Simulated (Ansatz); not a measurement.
**ZnAg2GeSe4, from a guessed structure to a relaxed one**

This structure for ZnAg2GeSe4 is made up. Its elements were placed in a known structure type with a cell scaled to their sizes. What cell does the guess relax to, and how far off was it?

Method: DFT, PBE, plane-wave PAW, files of the set soft_1, scalar-relativistic, no spin, cell and ions relaxed at zero pressure; PAW set soft_1, in Ansatz 0.2.0.

**1. The starting structure**

The structure is tetragonal, space group I-42m (No. 121). The conventional cell has a = 6.974 Å, b = 6.974 Å, c = 8.044 Å, α = 90.00°, β = 90.00°, γ = 90.00°. Nearest to Ag lie 4 Se at 2.64 Å. Se has 1 Ge at 2.25 Å and 2 Ag at 2.64 Å nearest. Nearest to Ge lie 4 Se at 2.25 Å. Nearest to Zn lie 8 Se at 3.28 to 3.36 Å. Farther neighbours and most contacts between anions are not listed.

**2. Relaxing cell and atoms**

The guess takes its coordinates from another compound and its volume from a rule, so the cell and any free coordinates are relaxed together.

input.yaml reads:

```yaml
crystal:
  lattice:
    - [-3.487, 3.487, 4.022]
    - [3.487, -3.487, 4.022]
    - [3.487, 3.487, -4.022]
  atoms:
    - { symbol: Ag, position: [0.25, 0.75, 0.5] }
    - { symbol: Ag, position: [0.75, 0.25, 0.5] }
    - { symbol: Se, position: [0.8482, 0.476, 0.0] }
    - { symbol: Se, position: [0.1518, 0.1518, 0.6278] }
    - { symbol: Se, position: [0.476, 0.8482, 0.0] }
    - { symbol: Se, position: [0.524, 0.524, 0.3722] }
    - { symbol: Ge, position: [0.5, 0.5, 0.0] }
    - { symbol: Zn, position: [0.0, 0.0, 0.0] }
kpoints:
  mp_grid: { grid: [6, 6, 6] }
scf:
  occupations: { method: fermi_dirac, width: 0.05 }
hamiltonian:
  xc: pbe
  pseudopotentials: { kind: paw, azcp: { folder: soft_1 } }
relax:
  f_tol: 0.015
  max_steps: 70
  cell: {}
output:
  forces: true
  stress: true
```

Run with:

```
> ansatz run input.yaml --threads 4 --pin off --max-ram 10240MiB --backend cpu --events-out ev --progress --plain --runs-dir out
```

Numbers of over 12 decimals in the logs are rounded to 6 here.

The log of the run:

```text
Engine: ansatz 0.2.0, x86_64-unknown-linux-gnu
Pseudopotentials: kind: paw
Pseudopotential: Ag, paw, valence charge 19, recommended cutoff 420 eV (normal), soft_1/Ag.paw.azcp
Pseudopotential: Se, paw, valence charge 16, recommended cutoff 420 eV (normal), soft_1/Se.paw.azcp
Pseudopotential: Ge, paw, valence charge 14, recommended cutoff 420 eV (normal), soft_1/Ge.paw.azcp
Pseudopotential: Zn, paw, valence charge 12, recommended cutoff 420 eV (normal), soft_1/Zn.paw.azcp
Functional definition: PBE
  parameter kappa = 0.804
  parameter beta = 0.066725
  exchange = pbe_x(kappa = kappa, mu = beta*pi^2/3)
  correlation = pbe_c(beta = beta)
Crystal: 8 atoms, lattice volume = 195.617 Å³
Basis set: ecut = 420 eV, 3857 PW (Γ), exchange–correlation on 90×90×90 points (8 copies of the dense FFT grid, shifted against one another)
Bands: 77, of which v1, the nominal top of the filled ones, is band 64 counted from 1 (63 counted from 0)
Symmetry: 8 space group operations
Space group: I-42m (ITA 121), of the structure as read, at distance tolerance 5.8e-5 Å
k-points: 30 of 216 (time reversal used)
Non-local potential: Ag, projectors of the file, l = 0: 3, l = 1: 2, l = 2: 2, l = 3: 1
Non-local potential: Se, projectors of the file, l = 0: 2, l = 1: 2, l = 2: 3, l = 3: 1
Non-local potential: Ge, projectors of the file, l = 0: 2, l = 1: 2, l = 2: 3, l = 3: 1
Non-local potential: Zn, projectors of the file, l = 0: 2, l = 1: 2, l = 2: 3, l = 3: 1
PAW form: soft (Blöchl's): semilocal exchange-correlation on the pseudo side does not see the compensation charge
PAW one-centre angular grid: Ag, 590 points (default); XC on 64 Gauss nodes
PAW one-centre angular grid: Se, 590 points (default); XC on 64 Gauss nodes
PAW one-centre angular grid: Ge, 590 points (default); XC on 64 Gauss nodes
PAW one-centre angular grid: Zn, 590 points (default); XC on 64 Gauss nodes
Initial density: superposition of atomic densities (chi_scale 0.1, normalization cell, long waves kept (reshape's long-wave potential 0.02 eV rms))
Initial wavefunctions: pseudopotential atomic-orbital guess
Functional: x = pbe(κ = 0.804, μ = 0.219515), c = pbe(β = 0.066725)
SCF iter   1: F=—  HF=-44672.476902 eV  |F-HF|=—  |Δ(HF+E_count)|=         —  Δρ=4.70e-2  dr2=3.50e0  ethr=3.10e-3  ⟨swp⟩=6.0  Hψ=8051  notcnv=0  defer=13
preconditioner: auto → LDOS  [metal: Δε(μ)=0.044 eV  Ē_g=10.252 eV  σ=0.050 eV  W_gap=0.22  n_scr=58 (ndim 8)  ℏωp=20.9 eV  f_vac=0.042  D(μ)=2.93/eV (n_scr^D=14)  β→1.0]
SCF iter   2: F=—  HF=-44672.304692 eV  |F-HF|=—  |Δ(HF+E_count)|=   1.72e-1  Δρ=4.77e-2  dr2=2.37e0  ethr=2.73e-3  ⟨swp⟩=3.1  Hψ=4651  notcnv=0  defer=166
SCF iter   3: F=—  HF=-44671.512213 eV  |F-HF|=—  |Δ(HF+E_count)|=   7.92e-1  Δρ=1.56e-2  dr2=2.82e-1  ethr=1.85e-3  ⟨swp⟩=3.1  Hψ=4719  notcnv=0  defer=158
SCF iter   4: F=—  HF=-44671.383808 eV  |F-HF|=—  |Δ(HF+E_count)|=   1.28e-1  Δρ=2.57e-3  dr2=1.21e-2  ethr=2.20e-4  ⟨swp⟩=2.4  Hψ=3706  notcnv=0  defer=158
SCF iter   5: F=—  HF=-44671.380396 eV  |F-HF|=—  |Δ(HF+E_count)|=   3.41e-3  Δρ=5.37e-4  dr2=1.12e-3  ethr=9.48e-6  ⟨swp⟩=2.0  Hψ=3655  notcnv=0  defer=158
SCF iter   6: F=—  HF=-44671.380359 eV  |F-HF|=—  |Δ(HF+E_count)|=   3.70e-5  Δρ=1.98e-4  dr2=8.98e-5  ethr=8.75e-7  ⟨swp⟩=2.0  Hψ=3237  notcnv=0  defer=158
SCF iter   7: F=—  HF=-44671.380421 eV  |F-HF|=—  |Δ(HF+E_count)|=   6.19e-5  Δρ=5.82e-5  dr2=1.30e-5  ethr=7.02e-8  ⟨swp⟩=2.0  Hψ=3237  notcnv=0  defer=158
SCF iter   8: F=—  HF=-44671.380421 eV  |F-HF|=—  |Δ(HF+E_count)|=   4.26e-7  Δρ=2.60e-5  dr2=1.74e-6  ethr=1.01e-8  ⟨swp⟩=2.0  Hψ=3234  notcnv=0  defer=158
SCF iter   9: F=—  HF=-44671.380421 eV  |F-HF|=—  |Δ(HF+E_count)|=   1.99e-7  Δρ=1.02e-5  dr2=2.35e-7  ethr=1.36e-9  ⟨swp⟩=2.0  Hψ=3183  notcnv=0  defer=158
SCF iter  10: F=-44671.380421 eV  HF=-44671.380421 eV  |F-HF|=3.35e-9  |Δ(HF+E_count)|=   2.05e-8  Δρ=1.92e-6  dr2=5.69e-9  ethr=7.81e-11  ⟨swp⟩=4.0  Hψ=7401  notcnv=0
SCF 1 converged in 10 iterations: F = -44671.380421 eV  dr2 = 5.69e-9
  greatest PAW one-centre occupation: 1.001 electrons in one spin orbital (limit 2), on the Ag atom at site 1 (counted from 0), in its partial waves of l = 0
relax step   1: F+E_penalty+E_count = -44671.38042108 eV  Δ(F+E_penalty+E_count) = +0.000e0 eV  max|allowed force component| = 1.174e0 eV/Å  Δτ_max = 0.0000 Å  P = +4.338 GPa  Ω = 195.617 Å³  (10 SCF iters, dr2 threshold 1.00e-7 eV, accepted)
Crystal: 8 atoms, lattice volume = 196.830 Å³
Basis set: ecut = 420 eV, 3865 PW (Γ), exchange–correlation on 90×90×90 points (8 copies of the dense FFT grid, shifted against one another)
Initial density: handed on by an earlier stage of this run
Initial wavefunctions: those handed on with the density
iter 1 solved again at ethr=4.78e-5 eV; its pass at ethr=3.10e-3 eV (dr2=6.12e-2 eV) is discarded
SCF iter   1: F=—  HF=-44671.940449 eV  |F-HF|=—  |Δ(HF+E_count)|=         —  Δρ=7.82e-3  dr2=6.54e-2  ethr=4.78e-5  ⟨swp⟩=2.2  Hψ=12488  notcnv=0
preconditioner: auto → LDOS  [metal: Δε(μ)=0.078 eV  Ē_g=9.512 eV  σ=0.050 eV  W_gap=0.33  n_scr=54 (ndim 8)  ℏωp=20.8 eV  f_vac=0.044  D(μ)=3.40/eV (n_scr^D=14)  β→1.0]
SCF iter   2: F=—  HF=-44671.933732 eV  |F-HF|=—  |Δ(HF+E_count)|=   6.72e-3  Δρ=3.93e-3  dr2=2.40e-2  ethr=4.78e-5  ⟨swp⟩=3.0  Hψ=4745  notcnv=0
SCF iter   3: F=—  HF=-44671.925184 eV  |F-HF|=—  |Δ(HF+E_count)|=   8.55e-3  Δρ=6.51e-4  dr2=6.24e-4  ethr=1.88e-5  ⟨swp⟩=2.1  Hψ=4380  notcnv=0
SCF iter   4: F=—  HF=-44671.925336 eV  |F-HF|=—  |Δ(HF+E_count)|=   1.52e-4  Δρ=4.20e-4  dr2=2.69e-4  ethr=4.87e-7  ⟨swp⟩=2.0  Hψ=4195  notcnv=0
SCF iter   5: F=—  HF=-44671.925288 eV  |F-HF|=—  |Δ(HF+E_count)|=   4.82e-5  Δρ=2.23e-4  dr2=7.18e-5  ethr=2.10e-7  ⟨swp⟩=2.0  Hψ=3047  notcnv=0
SCF iter   6: F=—  HF=-44671.925262 eV  |F-HF|=—  |Δ(HF+E_count)|=   2.58e-5  Δρ=3.66e-5  dr2=4.17e-6  ethr=5.61e-8  ⟨swp⟩=2.0  Hψ=3500  notcnv=0
SCF iter   7: F=—  HF=-44671.925261 eV  |F-HF|=—  |Δ(HF+E_count)|=   7.16e-7  Δρ=1.45e-5  dr2=8.30e-7  ethr=6.25e-10  ⟨swp⟩=5.0  Hψ=10005  notcnv=0
SCF iter   8: F=-44671.925261 eV  HF=-44671.925261 eV  |F-HF|=1.36e-7  |Δ(HF+E_count)|=   1.21e-7  Δρ=5.89e-6  dr2=1.71e-7  ethr=6.25e-10  ⟨swp⟩=4.0  Hψ=8025  notcnv=0
SCF 2 converged in 8 iterations: F = -44671.925261 eV  dr2 = 1.71e-7
relax step   2: F+E_penalty+E_count = -44671.92526123 eV  Δ(F+E_penalty+E_count) = -5.448e-1 eV  max|allowed force component| = 2.081e-1 eV/Å  Δτ_max = 0.1175 Å  P = +0.470 GPa  Ω = 196.830 Å³  energy of the carried Pulay correction = -3.546e-4 eV  (8 SCF iters, dr2 threshold 8.00e-7 eV, accepted)
Crystal: 8 atoms, lattice volume = 195.773 Å³
[...]
SCF iter   6: F=-44671.960800 eV  HF=-44671.960800 eV  |F-HF|=1.63e-7  |Δ(HF+E_count)|=   1.04e-6  Δρ=1.17e-5  dr2=2.63e-7  ethr=6.25e-10  ⟨swp⟩=4.0  Hψ=10509  notcnv=0
SCF 3 converged in 6 iterations: F = -44671.960800 eV  dr2 = 2.63e-7
relax step   3: F+E_penalty+E_count = -44671.96079967 eV  Δ(F+E_penalty+E_count) = -3.554e-2 eV  max|allowed force component| = 1.360e-1 eV/Å  Δτ_max = 0.0347 Å  P = +0.095 GPa  Ω = 195.773 Å³  energy of the carried Pulay correction = -4.584e-5 eV  (6 SCF iters, dr2 threshold 8.00e-7 eV, accepted)
[...]
relax step   4: F+E_penalty+E_count = -44672.25079056 eV  Δ(F+E_penalty+E_count) = -2.900e-1 eV  max|allowed force component| = 4.748e-1 eV/Å  Δτ_max = 0.1687 Å  P = -0.608 GPa  Ω = 192.089 Å³  energy of the carried Pulay correction = +1.043e-3 eV  (8 SCF iters, dr2 threshold 8.00e-7 eV, accepted)
[...]
relax step   5: F+E_penalty+E_count = -44673.02196040 eV  Δ(F+E_penalty+E_count) = -7.712e-1 eV  max|allowed force component| = 5.106e-1 eV/Å  Δτ_max = 0.1939 Å  P = -0.859 GPa  Ω = 189.359 Å³  energy of the carried Pulay correction = +1.864e-3 eV  (10 SCF iters, dr2 threshold 8.00e-7 eV, accepted)
[...]
relax step   6: F+E_penalty+E_count = -44673.60906364 eV  Δ(F+E_penalty+E_count) = -5.871e-1 eV  max|allowed force component| = 1.792e-1 eV/Å  Δτ_max = 0.1944 Å  P = -0.097 GPa  Ω = 186.183 Å³  energy of the carried Pulay correction = +2.833e-3 eV  (8 SCF iters, dr2 threshold 8.00e-7 eV, accepted)
[...]
relax step   7: F+E_penalty+E_count = -44673.63058324 eV  Δ(F+E_penalty+E_count) = -2.152e-2 eV  max|allowed force component| = 1.807e-1 eV/Å  Δτ_max = 0.0796 Å  P = +0.425 GPa  Ω = 187.618 Å³  energy of the carried Pulay correction = +2.393e-3 eV  (9 SCF iters, dr2 threshold 8.00e-7 eV, accepted)
[...]
relax step   8: F+E_penalty+E_count = -44673.64653232 eV  Δ(F+E_penalty+E_count) = -1.595e-2 eV  max|allowed force component| = 9.320e-2 eV/Å  Δτ_max = 0.0449 Å  P = -0.373 GPa  Ω = 187.191 Å³  energy of the carried Pulay correction = +2.524e-3 eV  (8 SCF iters, dr2 threshold 8.00e-7 eV, accepted)
[...]
relax step   9: F+E_penalty+E_count = -44673.65201211 eV  Δ(F+E_penalty+E_count) = -5.480e-3 eV  max|allowed force component| = 1.588e-3 eV/Å  Δτ_max = 0.0152 Å  P = -0.024 GPa  Ω = 187.291 Å³  energy of the carried Pulay correction = +2.493e-3 eV  (7 SCF iters, dr2 threshold 6.70e-7 eV, accepted)
Initial wavefunctions: pseudopotential atomic-orbital guess (no wavefunctions were taken with the density)
iter 1 solved again at ethr=3.63e-7 eV; its pass at ethr=3.10e-3 eV (dr2=4.64e-4 eV) is discarded
SCF iter   1: F=—  HF=-44673.604353 eV  |F-HF|=—  |Δ(HF+E_count)|=         —  Δρ=1.73e-3  dr2=1.64e-4  ethr=3.63e-7  ⟨swp⟩=3.0  Hψ=14305  notcnv=0
preconditioner: auto → Kerker (q_TF=auto, 2.561 Å⁻¹)  [metal: Δε(μ)=0.126 eV  Ē_g=9.693 eV  σ=0.050 eV  W_gap=0.46  n_scr=54 (ndim 8)  ℏωp=21.4 eV  f_vac=0.015  D(μ)=0.24/eV (n_scr^D=0)]
SCF iter   2: F=—  HF=-44673.641591 eV  |F-HF|=—  |Δ(HF+E_count)|=   3.72e-2  Δρ=8.88e-4  dr2=4.95e-5  ethr=1.28e-7  ⟨swp⟩=2.0  Hψ=3246  notcnv=0
SCF iter   3: F=—  HF=-44673.653924 eV  |F-HF|=—  |Δ(HF+E_count)|=   1.23e-2  Δρ=1.57e-4  dr2=3.38e-6  ethr=3.87e-8  ⟨swp⟩=2.0  Hψ=3242  notcnv=0
SCF iter   4: F=—  HF=-44673.654334 eV  |F-HF|=—  |Δ(HF+E_count)|=   4.09e-4  Δρ=2.96e-5  dr2=1.03e-6  ethr=2.64e-9  ⟨swp⟩=2.0  Hψ=3991  notcnv=0
SCF iter   5: F=—  HF=-44673.654338 eV  |F-HF|=—  |Δ(HF+E_count)|=   3.76e-6  Δρ=1.05e-5  dr2=2.41e-7  ethr=8.01e-10  ⟨swp⟩=2.0  Hψ=3064  notcnv=0
SCF iter   6: F=—  HF=-44673.654337 eV  |F-HF|=—  |Δ(HF+E_count)|=   1.56e-7  Δρ=7.33e-6  dr2=8.22e-8  ethr=1.88e-10  ⟨swp⟩=2.0  Hψ=3103  notcnv=0
SCF iter   7: F=—  HF=-44673.654338 eV  |F-HF|=—  |Δ(HF+E_count)|=   4.25e-7  Δρ=2.03e-6  dr2=9.13e-9  ethr=6.43e-11  ⟨swp⟩=2.0  Hψ=3241  notcnv=0
SCF iter   8: F=—  HF=-44673.654338 eV  |F-HF|=—  |Δ(HF+E_count)|=   2.33e-8  Δρ=1.27e-6  dr2=3.17e-9  ethr=7.13e-12  ⟨swp⟩=2.0  Hψ=3991  notcnv=0
SCF iter   9: F=—  HF=-44673.654338 eV  |F-HF|=—  |Δ(HF+E_count)|=  7.35e-10  Δρ=5.75e-7  dr2=1.12e-9  ethr=2.47e-12  ⟨swp⟩=2.0  Hψ=3391  notcnv=0
SCF iter  10: F=-44673.654338 eV  HF=-44673.654338 eV  |F-HF|=6.55e-11  |Δ(HF+E_count)|=  3.71e-10  Δρ=1.35e-7  dr2=7.09e-11  ethr=1.00e-12  ⟨swp⟩=3.0  Hψ=9649  notcnv=0
SCF 10 converged in 10 iterations: F = -44673.654338 eV  dr2 = 7.09e-11
  greatest PAW one-centre occupation: 1.001 electrons in one spin orbital (limit 2), on the Ag atom at site 0 (counted from 0), in its partial waves of l = 0
relax step  10: F+E_penalty+E_count = -44673.65433784 eV  Δ(F+E_penalty+E_count) = -2.326e-3 eV  max|allowed force component| = 1.047e-3 eV/Å  Δτ_max = 0.0000 Å  P = -0.010 GPa  Ω = 187.291 Å³  stress off target by 4.80e-2 GPa  SCF on the basis re-selected at this cell (its energy is not comparable with the rows above)  (10 SCF iters)
basis re-selected at this cell: Δ(F+E_penalty+E_count) = -2.326e-3 eV, ΔP = +0.014 GPa vs the last step (what re-selecting the basis moved, of the pressure what is left beyond the Pulay correction that the steps carried, after the strain that the cell walked since its last selection, with what the two solves' SCF thresholds leave and, on support functions, any second-order correction that the steps lacked; it is no m [...]
SCF converged after 10 iterations
Free energy (F): -44673.654338 eV
Harris-Foulkes:  -44673.654338 eV  (|F-HF|=6.55e-11)
Internal energy: -44673.651888 eV  (E = F + TS)
E sigma→0 (E₀):  -44673.653113 eV
Entropy (-TS):   -0.002449 eV (-0.306 meV/atom)
Fermi energy:    9.063175 eV
--- Per-component energies (eV) ---
  E_band       = -2393.275910
  E_kinetic    = 1615.524212
  E_local      = -20295.756683  (includes V_loc(G=0)·N_el)
  E_nonlocal   = -310.442587
  E_hartree    = 9972.665448
  E_xc         = -804.162990
  E_vxc        = -874.196233  (∫ρ·V_xc dr)
  E_paw        = -20348.037488  (= ΣΔE_a)
  E_vpaw       = -2473.734636  (= ΣTr[D̂ρ^β])
  E_aug_tail   = -0.000894  (compensation charges beyond the density's cutoff)
  E_ewald      = -14503.440907
  E_smearing   = -0.002449  (= −TS)
  E_closure    = -0.000000  (closes the sum)
  Σ components = -44673.654338   (vs F -44673.654338, Δ=0.00e0)
--- Forces (eV/Å), atoms counted from 1 ---
  atom   1  Ag    -0.00000000     0.00000000     0.00000000
  atom   2  Ag    -0.00000000     0.00000000    -0.00000000
  atom   3  Se    -0.00003528     0.00003528     0.00104690
  atom   4  Se    -0.00003528    -0.00003528    -0.00104690
  atom   5  Se     0.00003528    -0.00003528     0.00104690
  atom   6  Se     0.00003528     0.00003528    -0.00104690
  atom   7  Ge    -0.00000000     0.00000000     0.00000000
  atom   8  Zn     0.00000000    -0.00000000     0.00000000
  max |Σ_I F_I| component: 3.14e-17 eV/Å
--- Stress (GPa, compression-positive) ---
        0.009097       0.000000      -0.000000
        0.000000       0.009097       0.000000
       -0.000000       0.000000      -0.047994
  P = ⅓ Tr σ = -0.0099 GPa (-0.099 kbar)
--- Relaxed structure (9 steps of the walk, 9 accepted, 1 SCFs on fresh bases) ---
  F+E_penalty+E_count = -44673.65433784 eV   max|allowed force component| = 1.047e-3 eV/Å   (the final SCF, on the basis selected at the relaxed cell)
  cell:  # Å, volume = 187.2909 Å³
    - [-3.807377, 3.807377, 3.230019]
    - [3.807377, -3.807377, 3.230019]
    - [3.807377, 3.807377, -3.230019]
  atoms:
    - { symbol: Ag, position: [0.250000, 0.75, 0.5] }
    - { symbol: Ag, position: [0.75, 0.250000, 0.5] }
    - { symbol: Se, position: [0.910158, 0.565331, -5.551115123125783e-17] }
    - { symbol: Se, position: [0.089842, 0.089842, 0.655173] }
    - { symbol: Se, position: [0.565331, 0.910158, 5.551115123125783e-17] }
    - { symbol: Se, position: [0.434669, 0.434669, 0.344827] }
    - { symbol: Ge, position: [0.500000, 0.500000, 3.4675663463291932e-18] }
    - { symbol: Zn, position: [9.32927644537908e-19, 1.803523022501607e-18, 1.9277469083481905e-18] }
```

It took 38 s on 4 threads of AMD EPYC 9R45 (Zen 5), shared host; peak memory 1 GiB; 2.1 min of CPU time.

Relaxation path:

```tsv
step	energy less that of the first step (eV)	largest force component (eV/Å)	pressure (GPa)	volume (Å³)
1	0.0000	1.1743	4.34	195.62
2	-0.5448	0.2081	0.47	196.83
3	-0.5804	0.1360	0.09	195.77
4	-0.8704	0.4748	-0.61	192.09
5	-1.6415	0.5106	-0.86	189.36
6	-2.2286	0.1792	-0.10	186.18
7	-2.2502	0.1807	0.42	187.62
8	-2.2661	0.0932	-0.37	187.19
9	-2.2716	0.0016	-0.02	187.29
10*	-2.2739	0.0010	-0.01	187.29
```

Relaxation steps marked * repeat the geometry before them on a plane-wave basis chosen anew for their cell, so energy and pressure can jump there.

The run keeps the 8 symmetry operations that it works with, so distortions that break them were not tested.

```tsv
cell as run	before	after	change
a (Å)	6.364	6.279	-1.3 %
b (Å)	6.364	6.279	-1.3 %
c (Å)	6.364	6.279	-1.3 %
α (°)	113.55	105.34	-7.2 %
β (°)	113.55	105.34	-7.2 %
γ (°)	101.60	118.08	+16.2 %
volume (Å³/atom)	24.45	23.41	-4.3 %
```

The atoms that moved most (Å, as changes of fractional coordinates times the final cell):

```tsv
atom	dx	dy	dz	length
Se4	0.104	0.104	-0.489	0.510
Se5	-0.104	0.104	0.489	0.510
Se6	-0.104	-0.104	-0.489	0.510
Se3	0.104	-0.104	0.489	0.510
```

Final coordinates:

```cif
data_structure
_symmetry_space_group_name_H-M 'P 1'
_symmetry_Int_Tables_number 1
_cell_length_a 6.2790
_cell_length_b 6.2790
_cell_length_c 6.2790
_cell_angle_alpha 105.345
_cell_angle_beta 105.345
_cell_angle_gamma 118.083
_cell_volume 187.29
loop_
_atom_site_label
_atom_site_type_symbol
_atom_site_fract_x
_atom_site_fract_y
_atom_site_fract_z
_atom_site_occupancy
Ag1 Ag 0.25000 0.75000 0.50000 1
Ag2 Ag 0.75000 0.25000 0.50000 1
Se3 Se 0.91016 0.56533 0.00000 1
Se4 Se 0.08984 0.08984 0.65517 1
Se5 Se 0.56533 0.91016 0.00000 1
Se6 Se 0.43467 0.43467 0.34483 1
Ge7 Ge 0.50000 0.50000 0.00000 1
Zn8 Zn 0.00000 0.00000 0.00000 1
```

Numbers from this step:

```
free energy             : -44673.6543 eV
energy at zero smearing : -44673.6531 eV
smearing term TS        : 0.002449 eV
Fermi energy            : 9.063 eV
electrons               : 128
symmetry operations     : 8
pressure                : -0.009933 GPa
```

The shortest distance of each pair, which need not be the same contact before and after:

```tsv
pair	guess (Å)	relaxed (Å)
Ge–Se	2.251	2.410
Se–Zn	3.280	2.513
Ag–Se	2.641	2.820
Ge–Zn	4.022	3.230
Ag–Ag	4.022	3.230
```

The relaxation ends with a largest force component of 0.0010 eV/Å and a pressure of -0.01 GPa.

**3. Results**

```yaml
space_group_relaxed: I-42m
conventional_cell: a = 7.615, b = 7.615, c = 6.460 Å; α = 90.0°, β = 90.0°, γ = 90.0°
volume_per_atom: 23.41 Å³ (guess 24.45)
```

ZnAg2GeSe4 relaxes to I-42m with a = 7.615, b = 7.615 and c = 6.460 Å. The guessed volume was 4 % too large. The space group I-42m was held in the relaxation, so the end point is a stationary structure within it and may be a saddle against distortions or other arrangements. Mesh and cutoff weren't tested. No dispersion term is used, so weakly bound directions may come out too long. The runs have no spin, and magnetism wasn't tested. Nothing here tests whether the compound is stable against decomposition.

[Logs are printed without paths, hosts, clocks, repeated set-up lines and the standing remarks that a program may print on its own settings, such as how far it seeks lower states.]

[Hosts, paths, dates, database ids (printed as entryN), source tags and the programs' standing remarks are cut or masked in the printed files.]
